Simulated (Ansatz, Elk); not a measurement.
**CuGe: X-ray structure factors from the self-consistent density**

Structure refinements treat a crystal as free atoms side by side. For a made-up structure of CuGe (cell and positions from a PBEsol relaxation) the runs below show what the calculated density changes in F(hkl).

Main program and level: Elk 11.2.3 (patched build); DFT, PBE, all-electron APW+lo, Dirac cores, scalar-relativistic bands, static density, no spin.

The structure was built from a prototype and need not be the compound's stable phase.

## (1) The starting structure

The structure is cubic, space group Pm-3m (No. 221). Conventional cell: a = 3.072 Å, b = 3.072 Å, c = 3.072 Å, α = 90.00°, β = 90.00°, γ = 90.00°. Nearest to Ge lie 8 Cu at 2.66 Å. Cu has 8 Ge at 2.66 Å nearest. Farther neighbours are not listed.

Coordinates:

```cif
data_structure
_symmetry_space_group_name_H-M 'P 1'
_symmetry_Int_Tables_number 1
_cell_length_a 3.0717
_cell_length_b 3.0717
_cell_length_c 3.0717
_cell_angle_alpha 90.000
_cell_angle_beta 90.000
_cell_angle_gamma 90.000
_cell_volume 28.98
loop_
_atom_site_label
_atom_site_type_symbol
_atom_site_fract_x
_atom_site_fract_y
_atom_site_fract_z
_atom_site_occupancy
Ge1 Ge 0.50000 0.50000 0.50000 1
Cu2 Cu 0.00000 0.00000 0.00000 1
```

## (2) Ground state and structure factors

An all-electron density is needed, since X-rays see the cores too. Task 0 finds the density and task 195 Fourier-transforms it; tshift is off so that phases refer to the origin typed.

Contents of elk.in:

```
tasks
  0
  195

xctype
  20

spinpol
  .false.

rgkmax
  7.0

gmaxvr
  14.0

lmaxo
  7

lmaxapw
  8

swidth
  0.002

tshift
  .false.

ramdisk
  .false.

hmaxvr
  5.5

maxscl
  120

epspot
  1e-06

sppath
  './'

avec
  5.80458219997 0.00000000000 -0.00000000000
  0.00000000000 5.80458219997 0.00000000000
  -0.00000000000 0.00000000000 5.80458219997

atoms
  2
  'Ge.in'
  1
  0.5000000000 0.5000000000 0.5000000000   0.000000 0.000000 0.000000
  'Cu.in'
  1
  -0.0000000000 0.0000000000 -0.0000000000   0.000000 0.000000 0.000000

ngridk
  7 7 7
```

Command:

```bash
$ OMP_NUM_THREADS=4 elk
```

Numbers of over 12 decimals in the logs are rounded to 6 here.

Log:

```text
┌─────────────────────────┐
│ Elk code version 11.2.3 │
└─────────────────────────┘

All units are atomic (Hartree, Bohr, etc.)

┌─────────────────────────────────────────────────┐
│ Ground-state run starting from atomic densities │
└─────────────────────────────────────────────────┘

Lattice vectors :
   5.804582200       0.000000000      -0.000000000
   0.000000000       5.804582200       0.000000000
  -0.000000000       0.000000000       5.804582200

Reciprocal lattice vectors :
   1.082452637      -0.000000000       0.000000000
  -0.000000000       1.082452637      -0.000000000
   0.000000000      -0.000000000       1.082452637

Unit cell volume      :    195.5748011
Brillouin zone volume :    1.268313771

Muffin-tin inner radius fraction :   0.1000000000E-01

Nuclei treated as point charges

Species : 1 (Ge)
 parameters loaded from : Ge.in
 name : germanium
 nuclear charge    :   -32.00000000
 electronic charge :    32.00000000
 atomic mass :    132414.6196
 muffin-tin radius :    2.400000000
 number of radial points in muffin-tin :    993
 inner part over the whole radius :   0.9906635991E-02
 number on inner part of muffin-tin    :    702
 approximate nuclear radius :   0.7637961215E-04
 number of mesh points to nuclear radius :    340
 atomic positions (lattice), magnetic fields (Cartesian) :
  1 :   0.50000000  0.50000000  0.50000000    0.00000000  0.00000000  0.00000000

Species : 2 (Cu)
 parameters loaded from : Cu.in
 name : copper
 nuclear charge    :   -29.00000000
 electronic charge :    29.00000000
 atomic mass :    115837.2717
 muffin-tin radius :    2.400000000
 number of radial points in muffin-tin :    993
 inner part over the whole radius :   0.9893084826E-02
 number on inner part of muffin-tin    :    701
 approximate nuclear radius :   0.7406004541E-04
 number of mesh points to nuclear radius :    336
 atomic positions (lattice), magnetic fields (Cartesian) :
  1 :   0.00000000  0.00000000  0.00000000    0.00000000  0.00000000  0.00000000

Total number of atoms per unit cell :    2
Total muffin-tin volume :    115.8116716
 ratio of muffin-tin to unit cell volume :   0.5921604980

Spin treatment :
 spin-unpolarised

Number of Bravais lattice symmetries :   48
Number of crystal symmetries         :   48
Crystal has inversion symmetry
Real symmetric eigensolver will be used

k-point grid :      7     7     7
k-point offset :    0.000000000       0.000000000       0.000000000
k-point set is reduced with full crystal symmetry group
Total number of k-points :       20

Muffin-tin radius times maximum |G+k| :    7.000000000
 using average radius
Maximum |G+k| for APW functions       :    2.916666667
Maximum (1/2)|G+k|²                   :    4.253472222
Maximum |G| for potential and density :    14.00000000
Constant for pseudocharge density :    8
 order of it for each species :   15  15
 order of it for pair densities of each species (exact exchange by exxq0 0: 16) :   10  10
Radial integration step length :    1

G-vector grid sizes :     27    27    27
Number of G-vectors :     9045

Maximum angular momentum used for
 APW functions            :    8
 outer part of muffin-tin :    7
 inner part of muffin-tin :    2

Total nuclear charge    :   -61.00000000
Total core charge       :    30.00000000
Total valence charge    :    31.00000000
Total excess charge     :    0.000000000
Total electronic charge :    61.00000000

Effective Wigner radius, rₛ :   0.9147410121

Number of empty states         :      8
Total number of valence states :     24
Total number of core states    :     30

Third-order local-orbitals added for an l without core states : T
Total number of local-orbitals :     42

Exchange-correlation functional :     20     0     0
 Perdew-Burke-Ernzerhof, Phys. Rev. Lett. 77, 3865 (1996)
 gradient requirement :    1
 generalised gradient approximation (GGA)

Smearing type :    3
 Fermi-Dirac
Smearing width :   0.2000000000E-02
Effective electronic temperature (K) :    631.5500496

Mixing type :    3
[...]
exchange                    :     -143.47467094948
 correlation                 :     -2.974705
 electron entropic           :    -0.71736210122542E-03
 total energy                :     -3754.2720912398

Density of states at Fermi energy :    58.89600891
 (states/Hartree/unit cell)

Estimated indirect band gap :   0.1508971926E-02
 from k-point 5 to k-point 11
Estimated direct band gap   :   0.3331918830E-01
 at k-point 17

Charges :
 core                        :    30.00000000
 valence                     :    31.00000000
 interstitial                :    2.615859915
 muffin-tins (core leakage)
  species : 1 (Ge)
   atom 1                    :    30.80501315     (  0.3432816454E-03)
  species : 2 (Cu)
   atom 1                    :    27.57912693     (  0.1760464436E-03)
 total in muffin-tins        :    58.38414008
 total calculated charge     :    60.99934760
 total charge                :    61.00000000
 error                       :   0.6523993147E-03

RMS change in Kohn-Sham potential (target) :   0.5174466599     (  0.1000000000E-05)
Absolute change in total energy (target)   :   0.2502607356     (  0.1000000000E-03)

[... loops 3 to 14 left out ...]

┌──────────────────┐
│ Loop number : 15 │
└──────────────────┘

Energies :
 Fermi                       :     0.286108
 sum of occupied eigenvalues :     -2152.8651894231
 electron kinetic            :      3826.9184779951
 core electron kinetic       :      3484.9261232426
 Coulomb                     :     -7433.5912775163
 Coulomb potential           :     -5788.0920888276
 nuclear-nuclear             :     -584.01730962484
 electron-nuclear            :     -7928.4435296426
 Hartree                     :      1078.8695617511
 Madelung                    :     -4539.5452331026
 xc potential                :     -191.69157859069
 exchange                    :     -144.44980092441
 correlation                 :     -2.978534
 electron entropic           :    -0.50560539588150E-03
 total energy                :     -3754.1016397496

Density of states at Fermi energy :    37.84092566
 (states/Hartree/unit cell)

Estimated indirect band gap :   0.1046978666E-01
 from k-point 2 to k-point 5
Estimated direct band gap   :   0.4552784402E-01
 at k-point 20

Charges :
 core                        :    30.00000000
 valence                     :    31.00000000
 interstitial                :    2.272212156
 muffin-tins (core leakage)
  species : 1 (Ge)
   atom 1                    :    30.52249863     (  0.3356308478E-03)
  species : 2 (Cu)
   atom 1                    :    28.20528921     (  0.1589618831E-03)
 total in muffin-tins        :    58.72778784
 total calculated charge     :    60.99936931
 total charge                :    61.00000000
 error                       :   0.6306932801E-03

RMS change in Kohn-Sham potential (target) :   0.7026538412E-06 (  0.1000000000E-05)
Absolute change in total energy (target)   :   0.4290400011E-04 (  0.1000000000E-03)

Convergence targets achieved

┌──────────────────┐
│ Loop number : 16 │
└──────────────────┘

Energies :
 Fermi                       :     0.286108
 sum of occupied eigenvalues :     -2152.8651787150
 electron kinetic            :      3826.9184800783
 core electron kinetic       :      3484.9261199453
 Coulomb                     :     -7433.5912822392
 Coulomb potential           :     -5788.0920889654
 nuclear-nuclear             :     -584.01730962484
 electron-nuclear            :     -7928.4435392908
 Hartree                     :      1078.8695666764
 Madelung                    :     -4539.5452377565
 xc potential                :     -191.69156982791
 exchange                    :     -144.44980118516
 correlation                 :     -2.978534
 electron entropic           :    -0.50560538535960E-03
 total energy                :     -3754.1016426372

Density of states at Fermi energy :    37.84092632
 (states/Hartree/unit cell)

Estimated indirect band gap :   0.1046977991E-01
 from k-point 2 to k-point 5
Estimated direct band gap   :   0.4552784179E-01
 at k-point 20

Charges :
 core                        :    30.00000000
 valence                     :    31.00000000
 interstitial                :    2.272211909
 muffin-tins (core leakage)
  species : 1 (Ge)
   atom 1                    :    30.52249884     (  0.3356308743E-03)
  species : 2 (Cu)
   atom 1                    :    28.20528925     (  0.1589618726E-03)
 total in muffin-tins        :    58.72778809
 total calculated charge     :    60.99936931
 total charge                :    61.00000000
 error                       :   0.6306932983E-03

┌──────────────────────────────┐
│ Self-consistent loop stopped │
└──────────────────────────────┘

Warning : core states of species 1 leak from the muffin-tin :   0.3356308743E-03

Warning : core states of species 2 leak from the muffin-tin :   0.1589618726E-03

Wrote STATE.OUT
```

Run time: 6.6 s. Hardware: 4 threads of Arm Neoverse V1, shared host; peak memory 0.15 GiB.

SFACRHO.OUT:

```text

h k l indices transformed by vhmat matrix:
   1.000000000       0.000000000       0.000000000    
   0.000000000       1.000000000       0.000000000    
   0.000000000       0.000000000       1.000000000    

      h      k      l  multipl.   |H|            Re(F)            Im(F)           |F|

      0      0      0      1   0.0000000       60.999999      0.31713644E-16   60.999999    
     -1      0      0      6   1.0824526      -2.3504139     -0.32179420E-14   2.3504139    
      0     -1      1     12   1.5308192       46.489459     -0.23317407E-14   46.489459    
     -1     -1      1      8   1.8748630      -2.3876855     -0.27611136E-14   2.3876855    
     -2      0      0      6   2.1649053       40.005523      0.52479663E-14   40.005523    
      1      0      2     24   2.4204377      -2.4985208      0.73885316E-14   2.4985208    
      1      1      2     24   2.6514566       35.517998     -0.93184767E-14   35.517998    
      0     -2      2     12   3.0616384       32.009609     -0.33232493E-14   32.009609    
     -1     -2      2     24   3.2473579      -2.4806784     -0.20233473E-14   2.4806784    
      0     -3      0      6   3.2473579      -2.4699268     -0.60432121E-14   2.4699268    
     -3      0      1     24   3.4230158       29.186886      0.38588416E-14   29.186886    
     -3     -1     -1     24   3.5900892      -2.3728413     -0.92734628E-14   2.3728413    
      2     -2      2      8   3.7497259       26.870261     -0.35612902E-14   26.870261    
      2      3      0     24   3.9028385      -2.2442417      0.86076812E-14   2.2442417    
     -1      2      3     48   4.0501669       24.952013     -0.66639563E-14   24.952013    
      0      4      0      6   4.3298105       23.353738     -0.62416125E-14   23.353738    
     -2      2      3     24   4.4630666      -1.9561258      0.45320469E-14   1.9561258    
      4      0      1     24   4.4630666      -1.9448266      0.75353319E-14   1.9448266
```

Elk indexes on the primitive cell of elk.in and gives |H| = 4π sin θ/λ in inverse bohr. Below, one row stands for each form hkl of the conventional cell (m members, Friedel mates merged), F is for one primitive cell and the density is static (no thermal factor). Free-atom factors are Waasmaier and Kirfel's, and R is Σm||F|−|F'||/Σm|F|.

```tsv
hkl	m	sin θ/λ (Å⁻¹)	abs F, DFT	neutral atoms	diff.
100	6	0.163	2.350	2.079	+0.271
110	12	0.230	46.489	46.908	-0.419
111	8	0.282	2.388	2.213	+0.175
200	6	0.326	40.005	40.300	-0.294
210	24	0.364	2.498	2.466	+0.033
211	24	0.399	35.518	35.617	-0.099
220	12	0.460	32.010	32.039	-0.030
221	24	0.488	2.481	2.530	-0.049
300	6	0.488	2.470	2.530	-0.060
310	24	0.515	29.187	29.194	-0.007
311	24	0.540	2.373	2.440	-0.068
222	8	0.564	26.870	26.871	-0.000
320	24	0.587	2.244	2.314	-0.070
321	48	0.609	24.952	24.939	+0.014
400	6	0.651	23.354	23.312	+0.042
322	24	0.671	1.956	2.015	-0.059
410	24	0.671	1.945	2.015	-0.070
411	24	0.691	21.986	21.930	+0.056
330	12	0.691	21.979	21.930	+0.049
331	24	0.710	1.810	1.862	-0.052
420	24	0.728	20.820	20.749	+0.071
421	48	0.746	1.667	1.713	-0.046
```

## (3) The highest occupied states alone

An energy window below the Fermi level keeps the highest occupied states, to see at which angles they scatter; shallow core shells can lie inside it and anion s states outside. No new self-consistency is needed.

elk.in, as its differences from that of step 2:

```diff
@@ -1,3 +1,2 @@
 tasks
-  0
   195
@@ -40,2 +39,5 @@
 
+wsfac
+  -0.081390 0.586110
+
 sppath
```

Command:

```bash
$ OMP_NUM_THREADS=4 elk
```

Log:

```text
┌─────────────────────────────────┐
│ Elk code version 11.2.3 started │
└─────────────────────────────────┘

Info(readinput): the functional depends on the density's gradient
 muffin-tin radial points multiplied by    2.00000
 (not where nrmtscf is given)

┌────────────────────┐
│ Current task : 195 │
└────────────────────┘

Info(sfacrho): density structure factors written to SFACRHO.OUT

 Energy window :  -0.8139000000E-01  0.5861100000

┌──────────────────┐
│ Elk code stopped │
└──────────────────┘
```

Run time: 2.4 s. Hardware: 4 threads; peak memory 0.16 GiB; 3.7 s of CPU time.

States within 10 eV below the Fermi level hold 14.28 electrons; any levels below the window count with the cores, and a count that is not whole means the window cuts a band. Their amplitudes can exceed the total, where window and core parts have opposite phase:

```tsv
hkl	sin θ/λ (Å⁻¹)	abs F, window	abs F, all
100	0.163	6.773	2.350
110	0.230	6.193	46.489
111	0.282	5.044	2.388
200	0.326	4.160	40.005
210	0.364	3.767	2.498
211	0.399	3.158	35.518
220	0.460	2.466	32.010
221	0.488	2.153	2.481
300	0.488	2.165	2.470
310	0.515	1.957	29.187
```

[end of part 1 of 2]

[Logs are printed without paths, hosts, clocks, repeated set-up lines and the standing remarks that a program may print on its own settings, such as how far it seeks lower states.]

[Hosts, paths, dates, database ids (printed as entryN), source tags and the programs' standing remarks are cut or masked in the printed files.]
